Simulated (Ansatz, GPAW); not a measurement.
# Work function of a 4-layer slab of Rh(111) at several levels, part 3 of 3

Wanted: work functions and dipole of a 4-layer slab of Rh(111), with the cost of each level.

GPAW 26.7.0 and Ansatz 0.2.0; GPAW, PAW setups; slab in vacuum (the session's first sound run).

So far, upper work function (eV): step 2 (relaxation, PBE, GPAW) 5.17; step 5 (self-consistent run: xc = "vdW-DF2", GPAW, PAW setups, GPAW) 5.45; step 6 (self-consistent run: xc = "revPBE") 5.01; step 7 (real-space grid: mode = "fd", PBE, GPAW) 5.17; step 8 (atomic orbitals: mode = "lcao", PBE, GPAW) 5.18.

### 10. A second plane-wave code

A second program with its own datasets checks the number independently.

This step: Ansatz plane waves; slab in vacuum with a dipole correction; PAW set soft_1 (Ansatz 0.2.0).

Input file input.yaml:

```yaml
crystal:
  lattice:
    - [2.6870057685, 0.0, 0.0]
    - [1.3435028843, 2.3270152556, 0.0]
    - [0.0, 0.0, 20.5817930688]
  atoms:
    - { symbol: Rh, position: [0.0, 0.0, 0.3401064221] }
    - { symbol: Rh, position: [0.3333326363, 0.3333325805, 0.446702091] }
    - { symbol: Rh, position: [0.6666689943, 0.666665161, 0.5532977599] }
    - { symbol: Rh, position: [0.0, 0.0, 0.6598934288] }
kpoints:
  mp_grid: { grid: [13, 13, 1] }
hamiltonian:
  xc: pbe
  pseudopotentials: { kind: paw, azcp: { folder: soft_1 } }
scf:
  occupations: { method: fermi_dirac, width: 0.1 }
efield:
  axis: 3
  dipole_correction: true
  ramp_width: 0.05
output:
  forces: true
  write_potential: true
  write_density: true
  volumetric_format: npy
```

The run is started by

```bash
ansatz run input.yaml --threads 4 --pin off --max-ram 8192MiB --backend cpu --events-out ev --progress --plain --runs-dir out
```

It took 4.3 s on 4 threads of Intel Xeon Platinum 8375C at 2.90GHz (Ice Lake), shared host; peak memory 0.56 GiB.

Numbers from this step:

- free energy: -25610.2349 eV
- smearing term TS: 0.2291 eV
- symmetry operations: 6
- upper work function: 5.191 eV
- lower work function: 5.191 eV
- dipole along the normal: -6.08e-7 e·Å
- dipole field: -8.55e-7 V/Å
- vacuum level above: 11.81 eV
- vacuum level below: 11.81 eV

Electrostatic potential energy of an electron (with the applied field's), less the Fermi level, planar mean against z:

z (Å), electrostatic potential energy of an electron (with the applied field's), less the Fermi level, planar mean (eV) and a bar from the least value:
```
      0.0        5.2 ##############################
      0.5        5.2 ##############################
      1.0        5.2 ##############################
      1.5        5.2 ##############################
      2.0        5.2 ##############################
      2.5        5.2 ##############################
      3.0        5.2 ##############################
      3.5        5.2 ##############################
      4.0        5.2 ##############################
      4.5        5.1 ##############################
      5.0        4.9 ##############################
      5.5        4.0 #############################
      6.0        0.6 #########################
      6.5      -13.9 ###########
      7.0      -24.1 
      7.5      -14.0 ##########
      8.0       -1.0 ########################
      8.5       -7.9 #################
      9.0      -22.7 #
      9.5      -20.2 ####
     10.0       -4.5 ####################
     10.5       -2.9 ######################
     11.0      -18.0 ######
     11.5      -23.6 
     12.0      -10.6 ##############
     12.5       -0.8 ########################
     13.0      -11.2 #############
     13.5      -23.6 #
     14.0      -16.6 ########
     14.5       -1.0 ########################
     15.0        3.7 #############################
     15.5        4.8 ##############################
     16.0        5.1 ##############################
     16.5        5.2 ##############################
     17.0        5.2 ##############################
     17.5        5.2 ##############################
     18.0        5.2 ##############################
     18.5        5.2 ##############################
     19.0        5.2 ##############################
     19.5        5.2 ##############################
     20.0        5.2 ##############################
```

The valence density, planar mean by z:

```
z (Å)  valence density, planar mean (e/Å³)
  3.5                               2.3e-4
  4.0                               8.4e-4
  4.5                              0.00327
  5.0                               0.0120
  5.5                               0.0470
  6.0                                0.200
  6.5                                 1.23
  7.0                                 2.49
  7.5                                 1.24
  8.0                                0.344
  8.5                                0.676
  9.0                                 2.25
  9.5                                 1.91
 10.0                                0.473
 10.5                                0.406
 11.0                                 1.63
 11.5                                 2.39
 12.0                                0.863
 12.5                                0.335
 13.0                                0.968
 13.5                                 2.42
 14.0                                 1.52
 14.5                                0.270
 15.0                               0.0578
 15.5                               0.0153
 16.0                              0.00401
 16.5                              0.00108
 17.0                               3.2e-4
 17.5                               7.3e-5
```

The upper face's work function is 5.191 eV, against 5.166 eV in the first plane-wave PBE run at this geometry.

### 11. Side by side

Results and costs are gathered.

This step: comparison of work functions, dipole and cost; PAW set soft_1 (GPAW 26.7.0).

Ladder, by row:

```
   step    code  work function, upper (eV)  work function, lower (eV)  dipole (e Å)  wall time (s)  peak memory (GiB)  threads
     pw    GPAW                      5.166                      5.166      -1.49e-4          40.71               0.21        1
   RPBE    GPAW                       4.99                       4.99      -1.50e-4          39.76               0.21        1
vdW-DF2    GPAW                       5.45                       5.45      -1.52e-4          58.83               0.31        1
 revPBE    GPAW                      5.014                      5.014      -1.50e-4          39.63               0.21        1
     fd    GPAW                      5.166                      5.166      -1.59e-4            268                0.6        1
   lcao    GPAW                      5.182                      5.182      -1.58e-4           1026               0.32        1
 ansatz  Ansatz                      5.191                      5.191      -6.08e-7           4.33              0.565        4
```

### 12. A changed run

One more run, with changed settings.

This step: GPAW, PAW setups; slab in vacuum (GPAW 26.7.0).

Input file run.py:

```python
import json
import numpy as np
from ase import Atoms
from gpaw import GPAW, PW

slab = Atoms(
    ['Rh', 'Rh', 'Rh', 'Rh'],
    positions=[
        [0.00000, 0.00000, 7.00000],
        [1.34350, 0.77567, 9.19393],
        [2.68701, 1.55134, 11.38786],
        [0.00000, 0.00000, 13.58179]],
    cell=[[2.68701, 0.0, 0.0], [1.3435, 2.32702, 0.0], [0.0, 0.0, 20.58179]],
    pbc=[True, True, False])

slab.calc = GPAW(mode=PW(400), xc='PBE', kpts={'size': (13, 13, 1), 'gamma': True},
                 occupations={'name': 'fermi-dirac', 'width': 0.1}, nbands='100%',
                 convergence={'density': 1e-05}, maxiter=75,
                 poissonsolver={'dipolelayer': 'xy'},
                 symmetry={'tolerance': 1e-3}, txt='slab.txt')
result = {}
energy = slab.get_potential_energy()
fermi = slab.calc.get_fermi_level()
v = slab.calc.get_electrostatic_potential().mean((0, 1)) - fermi
n = slab.calc.get_pseudo_density().mean((0, 1))
L = slab.cell[2, 2]
z = np.arange(len(v)) * L / len(v)
low, high = slab.positions[:, 2].min(), slab.positions[:, 2].max()
below, above = np.interp([low - 4.8, high + 4.8], z, v)
slopes = [np.interp(x, z, np.gradient(v, z)) for x in (low - 4.8, high + 4.8)]
eps = np.array([[slab.calc.get_eigenvalues(k, s) for k in range(len(slab.calc.get_ibz_k_points()))]
                for s in range(slab.calc.get_number_of_spins())]) - fermi
top, bottom = eps[eps < 0].max(), eps[eps > 0].min()
dipole = slab.get_dipole_moment()[2]
print(f'energy {energy:.4f} eV, Fermi level {fermi:.4f} eV, dipole {dipole:.5f} e A')
print(f'potential 4.8 A off the faces, from the Fermi level: lower {below:.4f} eV, upper {above:.4f} eV')
print(f'slope of the potential there: lower {slopes[0]:.5f}, upper {slopes[1]:.5f} eV/A')
print(f'nearest levels on the mesh: {top:.4f} and {bottom:.4f} eV')
print('magnetic moment', round(slab.get_magnetic_moment(), 3))
result.update(energy=energy, fermi=fermi, dipole=dipole, below=below, above=above, slopes=slopes, edges=[top, bottom],
              z=z.tolist(), v=v.tolist(), n=n.tolist(), positions=slab.positions.tolist(),
              forces=slab.get_forces(apply_constraint=False).tolist(), moments=slab.get_magnetic_moments().tolist())
json.dump(result, open('result.json', 'w'))
```

The run is started by

```bash
OMP_NUM_THREADS=1 OPENBLAS_NUM_THREADS=1 python run.py
```

It took 1.9 min on 1 thread; peak memory 0.2 GiB.

The fault put into the input: too few bands, under a cap of 75 iterations, which ended the run (nbands = "100 % of the filled bands").

### 13. Outcome

| Quantity | Value |
| --- | --- |
| work function, both faces | 5.17 eV |
| dipole along the normal | -1.5e-4 e Å, near the numerical noise |

What this shows: With plane waves and PBE the work function is 5.17 eV on the upper face and 5.17 eV on the lower. Over the sound runs of the table the upper face's work function spans 4.990 (RPBE) to 5.450 eV (vdW-DF2). The two plane-wave codes differ by 0.025 eV on the upper face. The slab is only 6.6 Å thick between its outer nuclei, so the values belong to this film more than to the surface of the bulk metal. The in-plane lattice was kept as typed, which isn't the functional's own and leaves some strain; spin-orbit coupling and temperature are left out.

[Logs are printed without paths, hosts, clocks, repeated set-up lines and the standing remarks that a program may print on its own settings, such as how far it seeks lower states.]

[Hosts, paths, dates, database ids (printed as entryN), source tags and the programs' standing remarks are cut or masked in the printed files.]
